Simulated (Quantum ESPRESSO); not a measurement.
# How volume moves the moments of Cobalt

How does volume change the magnetic state of Cobalt?

Calculated with Quantum ESPRESSO 7.5; PBEsol; plane waves with GBRV 1.5 PBEsol potentials, no spin-orbit coupling.

## (1) The structure

The structure is hexagonal, space group P6_3/mmc (No. 194). Conventional cell: a = 2.507 Å, b = 2.507 Å, c = 4.070 Å, α = 90.00°, β = 90.00°, γ = 120.00°. Co has 12 Co at 2.50 to 2.51 Å nearest.

The cell comes from the Crystallography Open Database.

## (2) Volume 0.94, ferro ++

All lengths scale alike; the factor is that of the volume. Atoms keep their fractional places. Seeded atoms are those given a starting moment.

File pw.in:

```
&CONTROL
  calculation = 'scf'
  prefix = 'pwscf'
  outdir = './tmp'
  pseudo_dir = './pseudo'
  disk_io = 'nowf'
  tprnfor = .true.
  tstress = .true.
/
&SYSTEM
  ibrav = 0
  nat = 2
  ntyp = 1
  ecutwfc = 40
  ecutrho = 280
  nbnd = 26
  occupations = 'smearing'
  smearing = 'fd'
  degauss = 0.00734986
  nspin = 2
  starting_magnetization(1) = 0.1176
/
&ELECTRONS
  conv_thr = 4d-09
  electron_maxstep = 150
  mixing_beta = 0.3
/
ATOMIC_SPECIES
Co     58.9332 co_pbesol_v1.2.uspp.F.UPF
CELL_PARAMETERS bohr
   4.6415721584    0.0000000000    0.0000000000
  -2.3207860792    4.0197194026    0.0000000000
   0.0000000000    0.0000000000    7.5339931912
ATOMIC_POSITIONS crystal
Co      0.3333333333    0.6666666667    0.2500000000
Co      0.6666666667    0.3333333333    0.7500000000
K_POINTS automatic
12 12 12 0 0 0
```

Run with:

```
OMP_NUM_THREADS=1 mpirun -n 2 pw.x -nk 2 -in pw.in > pw.out
```

The log of the run:

```text
Program PWSCF v.7.5 starts

     Message from routine setup:
     using ibrav=0 with symmetry is DISCOURAGED, use correct ibrav instead

     K-points division:     npool     =       2
     Subspace diagonalization in iterative solution of the eigenvalue problem:

     bravais-lattice index     =            0
     lattice parameter (alat)  =       4.6416  a.u.
     unit-cell volume          =     140.5679 (a.u.)^3
     number of atoms/cell      =            2
     number of atomic types    =            1
     number of electrons       =        34.00
     number of Kohn-Sham states=           26
     kinetic-energy cutoff     =      40.0000  Ry
     charge density cutoff     =     280.0000  Ry
     scf convergence threshold =      4.0E-09
     mixing beta               =       0.3000
     number of iterations used =            8  plain     mixing
     Exchange-correlation= SLA  PW   PSX  PSC
                           (   1   4  10   8   0   0   0)

     celldm(1)=   4.641572  celldm(2)=   0.000000  celldm(3)=   0.000000
     celldm(4)=   0.000000  celldm(5)=   0.000000  celldm(6)=   0.000000

     crystal axes: (cart. coord. in units of alat)
               a(1) = (   1.000000   0.000000   0.000000 )
               a(2) = (  -0.500000   0.866025   0.000000 )
               a(3) = (   0.000000   0.000000   1.623155 )

     reciprocal axes: (cart. coord. in units 2 pi/alat)
               b(1) = (  1.000000  0.577350 -0.000000 )
               b(2) = (  0.000000  1.154701  0.000000 )
               b(3) = (  0.000000 -0.000000  0.616084 )

     PseudoPot. # 1 for Co read from file:
     co_pbesol_v1.2.uspp.F.UPF
     Pseudo is Ultrasoft + core correction, Zval = 17.0

     atomic species   valence    mass     pseudopotential
     Co               17.00    58.93320     Co( 1.00)

     Starting magnetic structure
     atomic species   magnetization
     Co              0.118

     24 Sym. Ops., with inversion, found (12 have fractional translation)

   Cartesian axes

     site n.     atom                  positions (alat units)
         1        Co     tau(   1) = (  -0.0000000   0.5773503   0.4057889  )
         2        Co     tau(   2) = (   0.5000000   0.2886751   1.2173666  )

     number of k points=   133  Fermi-Dirac smearing, width (Ry)=  0.0073

     Number of k-points >= 100: set verbosity='high' to print them.

     Dense  grid:    11177 G-vectors     FFT dimensions: (  25,  25,  48)

     Smooth grid:     4795 G-vectors     FFT dimensions: (  20,  20,  32)

     Check: negative core charge=   -0.000056
     Generating pointlists ...
     new r_m :   0.4108 (alat units)  1.9070 (a.u.) for type    1

     Initial potential from superposition of free atoms

     starting charge      32.0000, renormalised to      34.0000
     Starting wfcs are   26 randomized atomic wfcs

     Self-consistent Calculation

     iteration #  1     ecut=    40.00 Ry     beta= 0.30
     Davidson diagonalization with overlap
     ethr =  1.00E-02,  avg # of iterations =  4.7

     total energy              =    -593.59520862 Ry
     estimated scf accuracy    <      13.99348542 Ry

     total magnetization       =     2.06 Bohr mag/cell
     absolute magnetization    =     2.11 Bohr mag/cell

     iteration #  2     ecut=    40.00 Ry     beta= 0.30
     Davidson diagonalization with overlap
     ethr =  1.00E-02,  avg # of iterations =  2.2

     total energy              =    -596.47079927 Ry
     estimated scf accuracy    <       0.42259387 Ry

     total magnetization       =     3.10 Bohr mag/cell
     absolute magnetization    =     3.25 Bohr mag/cell

     [... further iterations left out ...]

     iteration # 10     ecut=    40.00 Ry     beta= 0.30
     Davidson diagonalization with overlap
     ethr =  2.53E-09,  avg # of iterations =  1.5

     total energy              =    -596.54795121 Ry
     estimated scf accuracy    <       0.00000006 Ry

     total magnetization       =     3.25 Bohr mag/cell
     absolute magnetization    =     3.56 Bohr mag/cell

     iteration # 11     ecut=    40.00 Ry     beta= 0.30
     Davidson diagonalization with overlap
     ethr =  1.89E-10,  avg # of iterations =  1.5

     Magnetic moment per site  (integrated on atomic sphere of radius R)
     atom   1 (R=0.411)  charge= 15.5602  magn=  1.6970
     atom   2 (R=0.411)  charge= 15.5602  magn=  1.6970

     End of self-consistent calculation

     Number of k-points >= 100: set verbosity='high' to print the bands.

     the Fermi energy is    19.2334 ev

!    total energy              =    -596.54795126 Ry
     estimated scf accuracy    <          9.9E-10 Ry
     smearing contrib. (-TS)   =      -0.00444663 Ry
     internal energy E=F+TS    =    -596.54350463 Ry

     The total energy is F=E-TS. E is the sum of the following terms:
     one-electron contribution =    -300.11759089 Ry
     hartree contribution      =     172.83086214 Ry
     xc contribution           =     -64.74781384 Ry
     ewald contribution        =    -404.50896204 Ry

     total magnetization       =     3.25 Bohr mag/cell
     absolute magnetization    =     3.56 Bohr mag/cell

     convergence has been achieved in  11 iterations

     Forces acting on atoms (cartesian axes, Ry/au):

     atom    1 type  1   force =     0.00000000    0.00000000    0.00000000
     atom    2 type  1   force =     0.00000000   -0.00000000    0.00000000

     Total force =     0.000000     Total SCF correction =     0.000000

     Computing stress (Cartesian axis) and pressure

          total   stress  (Ry/bohr**3)                   (kbar)     P=       -3.82
   0.00000711   0.00000000   0.00000000            1.05        0.00        0.00
   0.00000000   0.00000711   0.00000000            0.00        1.05        0.00
   0.00000000   0.00000000  -0.00009212            0.00        0.00      -13.55

=------------------------------------------------------------------------------=
   JOB DONE.
=------------------------------------------------------------------------------=
```

It took 25 s on 2 MPI ranks of Arm Neoverse V1, shared host; peak memory 0.2 GiB; 50 s of CPU time.

Spin moment in the atom's sphere by atom:

```
atom  spin moment in the atom's sphere (μB)
 Co1                                   1.70
 Co2                                   1.70
```

This step gave:

```
smearing term TS       : 0.06050 eV
pressure               : -0.382 GPa
magnetization          : 3.255 μB
absolute magnetization : 3.557 μB
final state            : ferromagnetic
```

## (3) Volume 0.94, antiferro +-

pw.in: that of step 2 with these lines changed.

```diff
@@ -12,6 +12,6 @@
   nat = 2
-  ntyp = 1
+  ntyp = 2
   ecutwfc = 40
   ecutrho = 280
-  nbnd = 26
+  nbnd = 24
   occupations = 'smearing'
@@ -21,2 +21,3 @@
   starting_magnetization(1) = 0.1176
+  starting_magnetization(2) = -0.1176
 /
@@ -28,3 +29,4 @@
 ATOMIC_SPECIES
-Co     58.9332 co_pbesol_v1.2.uspp.F.UPF
+Co1    58.9332 co_pbesol_v1.2.uspp.F.UPF
+Co2    58.9332 co_pbesol_v1.2.uspp.F.UPF
 CELL_PARAMETERS bohr
@@ -34,4 +36,4 @@
 ATOMIC_POSITIONS crystal
-Co      0.3333333333    0.6666666667    0.2500000000
-Co      0.6666666667    0.3333333333    0.7500000000
+Co1     0.3333333333    0.6666666667    0.2500000000
+Co2     0.6666666667    0.3333333333    0.7500000000
 K_POINTS automatic
```

The log of the run:

```text
     [... lines left out ...]
Program PWSCF v.7.5 starts
     [... lines left out ...]
     number of atoms/cell      =            2
     [... lines left out ...]
     number of electrons       =        34.00
     number of Kohn-Sham states=           24
     kinetic-energy cutoff     =      40.0000  Ry
     charge density cutoff     =     280.0000  Ry
     scf convergence threshold =      4.0E-09
     [... lines left out ...]
     12 Sym. Ops. (no inversion) found ( 6 have fractional translation)
     [... lines left out ...]
     number of k points=   133  Fermi-Dirac smearing, width (Ry)=  0.0073
     [... lines left out ...]
     iteration # 20     ecut=    40.00 Ry     beta= 0.30
     [... lines left out ...]
     Magnetic moment per site  (integrated on atomic sphere of radius R)
     atom   1 (R=0.411)  charge= 15.5630  magn=  0.7732
     atom   2 (R=0.411)  charge= 15.5629  magn= -0.7732
     [... lines left out ...]
     the Fermi energy is    19.2059 ev
!    total energy              =    -596.51709003 Ry
     estimated scf accuracy    <          1.1E-09 Ry
     smearing contrib. (-TS)   =      -0.01224064 Ry
     [... lines left out ...]
     total magnetization       =    -0.00 Bohr mag/cell
     absolute magnetization    =     1.58 Bohr mag/cell
     convergence has been achieved in  20 iterations
     [... lines left out ...]
     Total force =     0.000000     Total SCF correction =     0.000000
     [... lines left out ...]
          total   stress  (Ry/bohr**3)                   (kbar)     P=      -92.15
     [... lines left out ...]
```

The job ended after 41 s (2 MPI ranks; peak memory 0.2 GiB; 82 s of CPU time).

Spin moment in the atom's sphere by atom:

```
atom  spin moment in the atom's sphere (μB)
 Co1                                  0.773
 Co2                                 -0.773
```

Numbers from this step:

```
smearing term TS       : 0.1665 eV
pressure               : -9.215 GPa
magnetization          : 0 μB
absolute magnetization : 1.582 μB
final state            : antiferromagnetic
```

## (4) Volume 0.94, no spin polarisation

File pw.in:

```
&CONTROL
  calculation = 'scf'
  prefix = 'pwscf'
  outdir = './tmp'
  pseudo_dir = './pseudo'
  disk_io = 'nowf'
  tprnfor = .true.
  tstress = .true.
/
&SYSTEM
  ibrav = 0
  nat = 2
  ntyp = 1
  ecutwfc = 40
  ecutrho = 280
  nbnd = 24
  occupations = 'smearing'
  smearing = 'fd'
  degauss = 0.00734986
/
&ELECTRONS
  conv_thr = 4d-09
  electron_maxstep = 150
  mixing_beta = 0.3
/
ATOMIC_SPECIES
Co     58.9332 co_pbesol_v1.2.uspp.F.UPF
CELL_PARAMETERS bohr
   4.6415721584    0.0000000000    0.0000000000
  -2.3207860792    4.0197194026    0.0000000000
   0.0000000000    0.0000000000    7.5339931912
ATOMIC_POSITIONS crystal
Co      0.3333333333    0.6666666667    0.2500000000
Co      0.6666666667    0.3333333333    0.7500000000
K_POINTS automatic
12 12 12 0 0 0
```

The log of the run:

```text
     [... lines left out ...]
Program PWSCF v.7.5 starts
     [... lines left out ...]
     number of atoms/cell      =            2
     [... lines left out ...]
     number of electrons       =        34.00
     number of Kohn-Sham states=           24
     kinetic-energy cutoff     =      40.0000  Ry
     charge density cutoff     =     280.0000  Ry
     scf convergence threshold =      4.0E-09
     [... lines left out ...]
     24 Sym. Ops., with inversion, found (12 have fractional translation)
     [... lines left out ...]
     number of k points=   133  Fermi-Dirac smearing, width (Ry)=  0.0073
     [... lines left out ...]
     iteration #  8     ecut=    40.00 Ry     beta= 0.30
     [... lines left out ...]
     the Fermi energy is    19.1524 ev
!    total energy              =    -596.51692755 Ry
     estimated scf accuracy    <          1.8E-09 Ry
     smearing contrib. (-TS)   =      -0.01290427 Ry
     [... lines left out ...]
     convergence has been achieved in   8 iterations
     [... lines left out ...]
     Total force =     0.000000     Total SCF correction =     0.000000
     [... lines left out ...]
          total   stress  (Ry/bohr**3)                   (kbar)     P=     -126.31
     [... lines left out ...]
```

Wall time 10 s (2 MPI ranks); peak memory 0.16 GiB; 20 s of CPU time.

This step gave:

* smearing term TS: 0.1756 eV
* pressure: -12.63 GPa
* final state: non-magnetic (no spin polarisation)

## (5) Volume 1.1, ferro ++

pw.in: that of step 4 with these lines changed.

```diff
@@ -15,3 +15,3 @@
   ecutrho = 280
-  nbnd = 24
+  nbnd = 26
   occupations = 'smearing'
@@ -19,2 +19,4 @@
   degauss = 0.00734986
+  nspin = 2
+  starting_magnetization(1) = 0.1176
 /
@@ -28,5 +30,5 @@
 CELL_PARAMETERS bohr
-   4.6415721584    0.0000000000    0.0000000000
-  -2.3207860792    4.0197194026    0.0000000000
-   0.0000000000    0.0000000000    7.5339931912
+   4.8912521329    0.0000000000    0.0000000000
+  -2.4456260664    4.2359486033    0.0000000000
+   0.0000000000    0.0000000000    7.9392626049
 ATOMIC_POSITIONS crystal
```

The log of the run:

```text
     [... lines left out ...]
Program PWSCF v.7.5 starts
     [... lines left out ...]
     number of atoms/cell      =            2
     [... lines left out ...]
     number of electrons       =        34.00
     number of Kohn-Sham states=           26
     kinetic-energy cutoff     =      40.0000  Ry
     charge density cutoff     =     280.0000  Ry
     scf convergence threshold =      4.0E-09
     [... lines left out ...]
     24 Sym. Ops., with inversion, found (12 have fractional translation)
     [... lines left out ...]
     number of k points=   133  Fermi-Dirac smearing, width (Ry)=  0.0073
     [... lines left out ...]
     iteration # 11     ecut=    40.00 Ry     beta= 0.30
     [... lines left out ...]
     Magnetic moment per site  (integrated on atomic sphere of radius R)
     atom   1 (R=0.411)  charge= 15.6726  magn=  1.8257
     atom   2 (R=0.411)  charge= 15.6726  magn=  1.8257
     [... lines left out ...]
     the Fermi energy is    15.9066 ev
!    total energy              =    -596.52321402 Ry
     estimated scf accuracy    <          2.3E-10 Ry
     smearing contrib. (-TS)   =      -0.00498671 Ry
     [... lines left out ...]
     total magnetization       =     3.48 Bohr mag/cell
     absolute magnetization    =     3.86 Bohr mag/cell
     convergence has been achieved in  11 iterations
     [... lines left out ...]
     Total force =     0.000000     Total SCF correction =     0.000000
     [... lines left out ...]
          total   stress  (Ry/bohr**3)                   (kbar)     P=     -262.81
     [... lines left out ...]
```

Run time: 28 s. Hardware: 2 MPI ranks; peak memory 0.22 GiB.

Read from the output:

| Property | Result |
| --- | --- |
| smearing term TS | 0.06785 eV |
| pressure | -26.28 GPa |
| magnetization | 3.478 μB |
| absolute magnetization | 3.864 μB |
| final state | ferromagnetic |
| largest moment | 1.826 μB |

## (6) What a mistake does

As a test, an input with a fault in it is run.

pw.in: that of step 5 with these lines changed.

```diff
@@ -20,2 +20,3 @@
   nspin = 2
+  lspinorb = .true.
   starting_magnetization(1) = 0.1176
@@ -24,3 +25,3 @@
   conv_thr = 4d-09
-  electron_maxstep = 150
+  electron_maxstep = 60
   mixing_beta = 0.3
@@ -29,6 +30,6 @@
 Co     58.9332 co_pbesol_v1.2.uspp.F.UPF
-CELL_PARAMETERS bohr
-   4.8912521329    0.0000000000    0.0000000000
-  -2.4456260664    4.2359486033    0.0000000000
-   0.0000000000    0.0000000000    7.9392626049
+CELL_PARAMETERS angstrom
+   2.5074000000    0.0000000000    0.0000000000
+  -1.2537000000    2.1714720974    0.0000000000
+   0.0000000000    0.0000000000    4.0699000000
 ATOMIC_POSITIONS crystal
```

The log of the run:

```text
     [... lines left out ...]
Program PWSCF v.7.5 starts
     Error in routine setup (1):
     spin orbit requires a non collinear calculation
 %%%%%%%%%%%%%%%%%%%%%%%%%%%%%%%%%%%%%%%%%%%%%%%%%%%%%%%%%%%%%%%%%%%%%%%%%%%%%%
     stopping ...
```

It took 0.56 s on 2 MPI ranks; peak memory 0.05 GiB.

The program refused the input before any cycle.

The program's message: “setup (1): spin orbit requires a non collinear calculation”

The fault put into the input: spin-orbit coupling without noncolin.

## (7) Trends

The runs not shown differ from these in the moved quantity alone.

States, by row:

```
volume       ferro ++       antiferro +-  no spin polarisation
  0.94  ferromagnetic  antiferromagnetic          non-magnetic
  0.97  ferromagnetic  antiferromagnetic          non-magnetic
     1  ferromagnetic  antiferromagnetic          non-magnetic
  1.03  ferromagnetic  antiferromagnetic          non-magnetic
  1.06  ferromagnetic  antiferromagnetic          non-magnetic
   1.1  ferromagnetic  antiferromagnetic          non-magnetic
```

The largest site moment by volume:

```
volume (factor)  ferro ++ (μB)  antiferro +- (μB)
         0.9400           1.70              0.773
         0.9700           1.73              0.994
         1.0000           1.76               1.15
         1.0300           1.78               1.27
         1.0600           1.80               1.37
         1.1000           1.83               1.49
```

Energy less that of the parallel start against volume; values in meV a seeded atom:

```
volume (factor)  antiferro +-  no spin polarisation
         0.9400           210                   211
         0.9700           226                   236
         1.0000           238                   261
         1.0300           247                   284
         1.0600           253                   306
         1.1000           258                   334
```

Table of energy over the lowest by volume; values in meV an atom:

```
volume (factor)  ferro ++  antiferro +-  no spin polarisation
         0.9400         0           210                   211
         0.9700      7.71           234                   244
         1.0000      28.5           267                   289
         1.0300      60.4           308                   345
         1.0600       102           355                   408
         1.1000       168           426                   502
```

## (8) Summary of results

| Quantity | Value |
| --- | --- |
| moment, parallel start | 1.70 to 1.83 μB |
| states met from these starts | antiferromagnetic and ferromagnetic |

The moment of the parallel start goes from 1.70 μB at 0.94 to 1.83 μB at 1.1. The net moment of the cell goes from 3.25 to 3.48 μB. The radius of the spheres follows the nearest distance, so part of the change of the site moments is the spheres'. The largest moment of the start antiferro +- lies between 0.773 and 1.49 μB. The start antiferro +- lies over the parallel one at every finished point, by 210 to 258 meV a seeded atom. Energies are free energies at an electronic temperature of 1160 K, which lowers moments and differences where the moments are itinerant.

[Logs and program files are shortened in this print: banners, set-up blocks, solver, clock and traceback lines can be left out without a mark of their own.]

[Logs are printed without paths, hosts, clocks, repeated set-up lines and the standing remarks that a program may print on its own settings, such as how far it seeks lower states.]

[Hosts, paths, dates, database ids (printed as entryN), source tags and the programs' standing remarks are cut or masked in the printed files.]

[Where a cell is said to come from a database of computed structures, the database is the Materials Project.]
